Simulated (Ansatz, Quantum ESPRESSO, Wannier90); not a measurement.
# Ballistic channels from Wannier functions: straight Ir chain, spacing 2.30 Å, part 3 of 6

How many channels does the wire offer, and does a small Wannier basis get them right? The wire: straight Ir chain, spacing 2.30 Å.

Quantum ESPRESSO 7.5 and Wannier90 3.1.0; plane-wave DFT, PBE, GBRV ultrasoft pseudopotentials; cross-check by Ansatz 0.2.0 with PAW datasets.

So far. Step 2 (Self-consistent run): The run needed 12 iterations to bring the estimated error under 1e-07 Ry. Step 6 (Wannier functions and transport, with dis_win_max − E_F …): The outer window must hold at least num_wann states at every k: widen it, with enough bands computed to fill it.

## Step 7: Neighbour list from wannier90 -pp

Level of this step: maximally localised Wannier functions and ballistic conductance; plane-wave DFT, PBE, GBRV ultrasoft pseudopotentials (Wannier90).

The cure tried: a wider outer window, at both ends where needed.

The .win file sets projections and windows: states in the frozen window are kept exactly, the outer window gives room to disentangle.

Input file wan.win:

```
num_wann = 9
num_bands = 36
num_iter = 200
num_print_cycles = 20
conv_tol = 1e-8
conv_window = 5
guiding_centres = true
dis_num_iter = 1500
dis_conv_tol = 1e-8
dis_win_min = -13.9515
dis_win_max = 17.0485
dis_froz_max = -1.4515
search_shells = 120
fermi_energy = -2.9515

transport = true
transport_mode = bulk
one_dim_axis = z
dist_cutoff = 18.3
dist_cutoff_mode = one_dim
tran_win_min = -4.0
tran_win_max = 2.0
tran_energy_step = 0.02

bands_plot = true
bands_num_points = 96
begin kpoint_path
G 0.0 0.0 0.0 Z 0.0 0.0 0.5
end kpoint_path

begin projections
Ir:s;p;d
end projections

begin unit_cell_cart
ang
  8.0000000000 0.0000000000 0.0000000000
  0.0000000000 8.0000000000 0.0000000000
  0.0000000000 0.0000000000 2.3000000000
end unit_cell_cart

begin atoms_frac
  Ir 0.0000000000 0.0000000000 0.0000000000
end atoms_frac

mp_grid = 1 1 16
begin kpoints
  0.0 0.0 0.0000000000
  0.0 0.0 0.0625000000
  0.0 0.0 0.1250000000
  0.0 0.0 0.1875000000
  0.0 0.0 0.2500000000
  0.0 0.0 0.3125000000
  0.0 0.0 0.3750000000
  0.0 0.0 0.4375000000
  0.0 0.0 0.5000000000
  0.0 0.0 0.5625000000
  0.0 0.0 0.6250000000
  0.0 0.0 0.6875000000
  0.0 0.0 0.7500000000
  0.0 0.0 0.8125000000
  0.0 0.0 0.8750000000
  0.0 0.0 0.9375000000
end kpoints
```

Started as:

```
$ OMP_NUM_THREADS=1 wannier90.x -pp wan > wan.pp.log
```

The log of the run:

```text
[banner, memory and clock lines left out]
+---------------------------------------------------+
             |                                                   |
             |                   WANNIER90                       |
             |                                                   |
             +---------------------------------------------------+
             |                                                   |
             |        Welcome to the Maximally-Localized         |
             |        Generalized Wannier Functions code         |
             |                             |
             |                                                   |
             |                                                   |
             |  Wannier90 Developer Group:                       |
             |    Giovanni Pizzi    (EPFL)                       |
             |    Valerio Vitale    (Cambridge)                  |
             |    David Vanderbilt  (Rutgers University)         |
             |    Nicola Marzari    (EPFL)                       |
             |    Ivo Souza         (Universidad del Pais Vasco) |
             |    Arash A. Mostofi  (Imperial College London)    |
             |    Jonathan R. Yates (University of Oxford)       |
             |                                                   |
             |  For the full list of Wannier90 3.x authors,      |
             |  please check the code documentation and the      |
             |  README on the GitHub page of the code            |
             |                                                   |
             |                                                   |
             |                                                   |
             |  [ref] "Wannier90 as a community code:            |
             |        new features and applications",            |
             |        165902 (2020).                             |
             |            |
             |                                                   |
             |  in any publications arising from the use of      |
             |                                                   |
             |  [ref] "Maximally Localized Generalised Wannier   |
             |         Functions for Composite Energy Bands"     |
             |         N. Marzari and D. Vanderbilt              |
             |         Phys. Rev. B 56 12847 (1997)              |
             |                                                   |
             |  [ref] "Maximally Localized Wannier Functions     |
             |         for Entangled Energy Bands"               |
             |         I. Souza, N. Marzari and D. Vanderbilt    |
             |         Phys. Rev. B 65 035109 (2001)             |
             |                                                   |
             |                                                   |
             | Copyright (c) 1996-2020                           |
             |        The Wannier90 Developer Group and          |
             |        individual contributors                    |
             |                                                   |
             |      Release: 3.1.0        5th March    2020      |
             |                                                   |
             | This program is free software; you can            |
             | redistribute it and/or modify it under the terms  |
             | of the GNU General Public License as published by |
             | the Free Software Foundation; either version 2 of |
             | the License, or (at your option) any later version|
             |                                                   |
             | This program is distributed in the hope that it   |
             | will be useful, but WITHOUT ANY WARRANTY; without |
             | even the implied warranty of MERCHANTABILITY or   |
             | FITNESS FOR A PARTICULAR PURPOSE. See the GNU     |
             | General Public License for more details.          |
             |                                                   |
             | You should have received a copy of the GNU General|
             | Public License along with this program; if not,   |
             | write to the Free Software Foundation, Inc.,      |
             | 675 Mass Ave, Cambridge, MA 02139, USA.           |
             |                                                   |
             +---------------------------------------------------+
             +---------------------------------------------------+

 ******************************************************************************
 * -> Using CODATA 2006 constant values                                       *
 *    (                      *
 * -> Using Bohr value from CODATA                                            *
 ******************************************************************************

 Running in serial (with parallel executable)

                                    ------
                                    SYSTEM
                                    ------

                              Lattice Vectors (Ang)
                    a_1     8.000000   0.000000   0.000000
                    a_2     0.000000   8.000000   0.000000
                    a_3     0.000000   0.000000   2.300000

                   Unit Cell Volume:     147.20000  (Ang^3)

                        Reciprocal-Space Vectors (Ang^-1)
                    b_1     0.785398   0.000000   0.000000
                    b_2     0.000000   0.785398   0.000000
                    b_3     0.000000   0.000000   2.731820

 *----------------------------------------------------------------------------*
 |   Site       Fractional Coordinate          Cartesian Coordinate (Ang)     |
 +----------------------------------------------------------------------------+
 | Ir   1   0.00000   0.00000   0.00000   |    0.00000   0.00000   0.00000    |
 *----------------------------------------------------------------------------*
                                ------------
                                K-POINT GRID
                                ------------

             Grid size =  1 x  1 x 16      Total points =   16

 *---------------------------------- MAIN ------------------------------------*
 |  Number of Wannier Functions               :                 9             |
 |  Number of Objective Wannier Functions     :                 9             |
 |  Number of input Bloch states              :                36             |
 |  Output verbosity (1=low, 5=high)          :                 1             |
[...]
|  Write on-site energies <0n|H|0n> to file  :                 F             |
 |  Use guiding centre to control phases      :                 T             |
 |  Use phases for initial projections        :                 F             |
 |  Iterations before starting guiding centres:                 0             |
 |  Iterations between using guiding centres  :                 1             |
 *----------------------------------------------------------------------------*
 *------------------------------- DISENTANGLE --------------------------------*
 |  Using band disentanglement                :                 T             |
 |  Total number of iterations                :              1500             |
 |  Mixing ratio                              :             0.500             |
 |  Convergence tolerence                     :         1.000E-08             |
 |  Convergence window                        :                 3             |
 *----------------------------------------------------------------------------*
 *-------------------------------- PLOTTING ----------------------------------*
 |  Plotting interpolated bandstructure       :                 T             |
 |   Number of K-path sections                :                 1             |
 |   Divisions along first K-path section     :                96             |
 |   Output format                            :           gnuplot             |
 |   Output mode                              :               s-k             |
 *----------------------------------------------------------------------------*
 |   K-space path sections:                                                   |
 |    From: G       0.000  0.000  0.000     To: Z       0.000  0.000  0.500   |
 *----------------------------------------------------------------------------*
 *------------------------------- TRANSPORT ----------------------------------*
 |  Transport mode                            :              bulk             |
 |   Hamiltonian from external files          :                 F             |
 |   System extended in                       :                 z             |
 |   Centre of the unit cell to which WF are translated (fract. coords):      |
 |                                       0.000000,    0.000000,    0.000000   |
 |  Fermi energy (eV)                         :            -2.951             |
 *----------------------------------------------------------------------------*
 Time to read parameters        0.003 (sec)

 *---------------------------------- K-MESH ----------------------------------*
 +----------------------------------------------------------------------------+
 |                    Distance to Nearest-Neighbour Shells                    |
 |                    ------------------------------------                    |
 |          Shell             Distance (Ang^-1)          Multiplicity         |
 |          -----             -----------------          ------------         |
 |             1                   0.170739                      2            |
 |             2                   0.341477                      2            |
 |             3                   0.512216                      2            |
 |             4                   0.682955                      2            |
 |             5                   0.785398                      4            |
 |             6                   0.803742                      8            |
 |             7                   0.853694                      2            |
 |             8                   0.856421                      8            |
 |             9                   0.937665                      8            |
 |            10                   1.024432                      2            |
 |            11                   1.040806                      8            |
 |            12                   1.110721                      4            |
 |            13                   1.123767                      8            |
 |            14                   1.160019                      8            |
 |            15                   1.162027                      8            |
 |            16                   1.195171                      2            |
[...]
|           113                   2.902558                      2            |
 |           114                   2.908979                      8            |
 |           115                   2.909781                      8            |
 |           116                   2.912985                     16            |
 |           117                   2.920581                     16            |
 |           118                   2.948990                      8            |
 |           119                   2.957676                     16            |
 |           120                   2.966140                     16            |
 +----------------------------------------------------------------------------+
 | The b-vectors are chosen automatically                                     |
 | The following shells are used:   1,  5                                     |
 +----------------------------------------------------------------------------+
 |                        Shell   # Nearest-Neighbours                        |
 |                        -----   --------------------                        |
 |                          1               2                                 |
 |                          5               4                                 |
 +----------------------------------------------------------------------------+
 | Completeness relation is fully satisfied [Eq. (B1), PRB 56, 12847 (1997)]  |
 +----------------------------------------------------------------------------+
 |                  b_k Vectors (Ang^-1) and Weights (Ang^2)                  |
 |                  ----------------------------------------                  |
 |            No.         b_k(x)      b_k(y)      b_k(z)        w_b           |
 |            ---        --------------------------------     --------        |
 |             1         0.000000    0.000000    0.170739    17.151650        |
 |             2         0.000000    0.000000   -0.170739    17.151650        |
 |             3         0.785398    0.000000    0.000000     0.810569        |
 |             4         0.000000    0.785398    0.000000     0.810569        |
 |             5         0.000000   -0.785398    0.000000     0.810569        |
 |             6        -0.785398    0.000000    0.000000     0.810569        |
 +----------------------------------------------------------------------------+
 |                           b_k Directions (Ang^-1)                          |
 |                           -----------------------                          |
 |            No.           x           y           z                         |
 |            ---        --------------------------------                     |
 |             1         0.000000    0.000000    0.170739                     |
 |             2         0.785398    0.000000    0.000000                     |
 |             3         0.000000    0.785398    0.000000                     |
 +----------------------------------------------------------------------------+

 Time to get kmesh              0.014 (sec)
 *============================================================================*
 |                              MEMORY ESTIMATE                               |
 |         Maximum RAM allocated during each phase of the calculation         |
 *============================================================================*
 |                        Disentanglement            2.78 Mb                  |
 |                            Wannierise:            0.45 Mb                  |
 |                          plot_wannier:            0.45 Mb                  |
 *----------------------------------------------------------------------------*

 Starting a new Wannier90 calculation ...

 Time to write kmesh            0.017 (sec)

 Exiting... wan.nnkp written.
```

Elapsed: 0.45 s, on 1 MPI rank of Arm Neoverse V2, shared host; peak memory 0.09 GiB.

## Step 8: Overlaps and projections

pw2wannier90.x computes the overlaps between neighbouring k-points and the projections.

Input file wan.p2w.in:

```
&inputpp
  prefix = 'nscf'
  outdir = './out'
  seedname = 'wan'
  write_mmn = .true.
  write_amn = .true.
  write_unk = .false.
/
```

Started as:

```
$ OMP_NUM_THREADS=1 mpirun -n 4 pw2wannier90.x -in wan.p2w.in > wan.p2w.out
```

The log of the run:

```text
[banner, memory and clock lines left out]
Program PW2WANNIER v.7.5 starts
[citation notice left out]

[...]
Reading nscf_save data

     ./out/nscf.save/

[...]
negative rho (up, down):  3.234E-01 0.000E+00
     Reading collected, re-writing distributed wavefunctions

      Spin CASE ( default = unpolarized )

  Wannier mode is: standalone

  -----------------
  *** Reading nnkp
  -----------------

  Checking info from wannier.nnkp file

  - Real lattice is ok
  - Reciprocal lattice is ok
  - K-points are ok
  - Number of wannier functions is ok (  9)
  - All guiding functions are given

  Projections:
    0.000000    0.000000    0.000000  0  1  1    1.000000
    0.000000    0.000000    0.000000  1  1  1    1.000000
    0.000000    0.000000    0.000000  1  2  1    1.000000
    0.000000    0.000000    0.000000  1  3  1    1.000000
    0.000000    0.000000    0.000000  2  1  1    1.000000
    0.000000    0.000000    0.000000  2  2  1    1.000000
    0.000000    0.000000    0.000000  2  3  1    1.000000
    0.000000    0.000000    0.000000  2  4  1    1.000000
    0.000000    0.000000    0.000000  2  5  1    1.000000

  Reading data about k-point neighbours

  All neighbours are found

  Opening pp-files

  *** Compute  A projections

  Number of local k points =       16
       1       2       3       4       5       6       7       8       9      10
      11      12      13      14      15      16
  AMN calculated

  ---------------
  *** Compute  M
  ---------------

  Number of local k points =       16
       1       2       3       4       5       6       7       8       9      10
      11      12      13      14      15      16
  MMN calculated

  *** Orbital terms are not computed

  *** SHC terms are not computed

  ----------------
  *** Write bands
  ----------------

  *** Plot info is not printed

  *** Parity info is not printed

  ------------
  *** Stop pp
  ------------

     Internal routines:
```

The job ended after 2.7 s (4 MPI ranks; peak memory 0.17 GiB; 10 s of CPU time).

(Continued in part 4 of 6.)

[Logs are printed without paths, hosts, clocks, repeated set-up lines and the standing remarks that a program may print on its own settings, such as how far it seeks lower states.]

[Hosts, paths, dates, database ids (printed as entryN), source tags and the programs' standing remarks are cut or masked in the printed files.]

[Maps of the electrostatic potential energy from Ansatz leave out the sawtooth potential of an applied field or a dipole correction, so their vacuum need not be flat; planar profiles and work functions include it.]
